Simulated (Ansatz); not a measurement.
Consider KCuCl3 (Pm-3m).

```
K Cu Cl
1.0
    -4.79805    0.00000    0.00000
     0.00000    0.00000   -4.79805
     0.00000   -4.79805    0.00000
K Cu Cl
1 1 3
Direct
  0.00000 0.00000 0.00000
  0.50000 0.50000 0.50000
  0.00000 0.50000 0.50000
  0.50000 0.00000 0.50000
  0.50000 0.50000 0.00000
```

The cell and positions are those that the Materials Project relaxed with its own functionals (PBE, PBE+U or r2SCAN), kept fixed. PAW set soft_2, made with PBE.

A constrained-RPA run (Ansatz 0.2.0; non-magnetic LDA; Cu d + anion p, bands v14 to v1, 4×4×4 mesh, medium accuracy) builds 14 functions on bands 7.1 eV wide, with 27.0 electrons in the window. The bare on-site interaction is 27.4 eV and the bare J 0.95 eV.

Estimate U, U′ and J.

On the Cu d shell, U = 8.88 eV (32 % of the bare value), U′ = 7.30 eV, J = 0.79 eV.

The parent state is non-magnetic and the interaction static (zero frequency); U depends on the window and the orbitals, so it belongs to this model alone. A window that holds the anion p bands defines a model with explicit ligands; its U belongs to that model and is not the U of DFT+U.

[Paths, hosts, dates, memory and timing lines, banners, echoed tables and standing remarks are left out of the program output.]

[Logs are printed without paths, hosts, clocks, repeated set-up lines and the standing remarks that a program may print on its own settings, such as how far it seeks lower states.]

[Runs of the session that timed out or met a known fault of the program may be left out.]

[Hosts, paths, dates, database ids (printed as entryN), source tags and the programs' standing remarks are cut or masked in the printed files.]
